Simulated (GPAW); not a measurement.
# Calculated records

A GW chain in GPAW: SnSe (Pnma). The structure is orthorhombic, space group Pnma (No. 62). Conventional cell: a = 11.420 Å, b = 4.190 Å, c = 4.460 Å, α = 90.00°, β = 90.00°, γ = 90.00°. Nearest to Sn lie 5 Se at 2.69 to 3.32 Å. Nearest to Se lie 5 Sn at 2.69 to 3.32 Å. Farther neighbours and most contacts between anions are not listed. The calculation used DFT, PBE, plane waves, PAW (and 1 further level or step) in GPAW 26.7.0, with cutoff 450 eV, GPAW PAW setups 1.2.1 data release, 2×4×4 k-mesh, nbands 263 in one of its runs. The PBE gap is 0.53 eV, indirect and the G0W0 gap on the mesh is 1.17 eV. The G0W0 gap over the zone (rigid shift) is 0.63 eV and the GW settings are 2×4×4 mesh, 253 bands, screening to 65 eV, Godby-Needs plasmon pole. The known limits are not at the basis limit; no spin-orbit coupling; coarse k mesh. It took 4 runs, 23 min in all on 8 MPI ranks of Arm Neoverse V1, shared host (the runs of this entry). G0W0 moves the gap on the mesh from 1.07 eV to 1.17 eV (+0.10 eV), with Z of 0.79 and 0.80 at the edges. The mesh misses the band edges by 0.54 eV in all; a rigid shift gives 0.63 eV for the zone. The database entry behind the starting cell differs from later determinations by our own check (an axis about 0.9 % long against later determinations). The cell and positions come from the Crystallography Open Database and are kept as given unless a step says otherwise. Limits: no spin-orbit coupling. Only 3 of the mesh's irreducible points were corrected, so a valley elsewhere could overtake. Bands and cutoff are finite, so the gap is not at the basis limit. The miss can reach some tenths of an eV and take either sign; the mesh is an error of its own. The 2×4×4 mesh is coarse for this cell, which bears on the long-range parts of exchange and screening.

[Runs of the session that timed out or met a known fault of the program may be left out.]

[Hosts, paths, dates, database ids (printed as entryN), source tags and the programs' standing remarks are cut or masked in the printed files.]
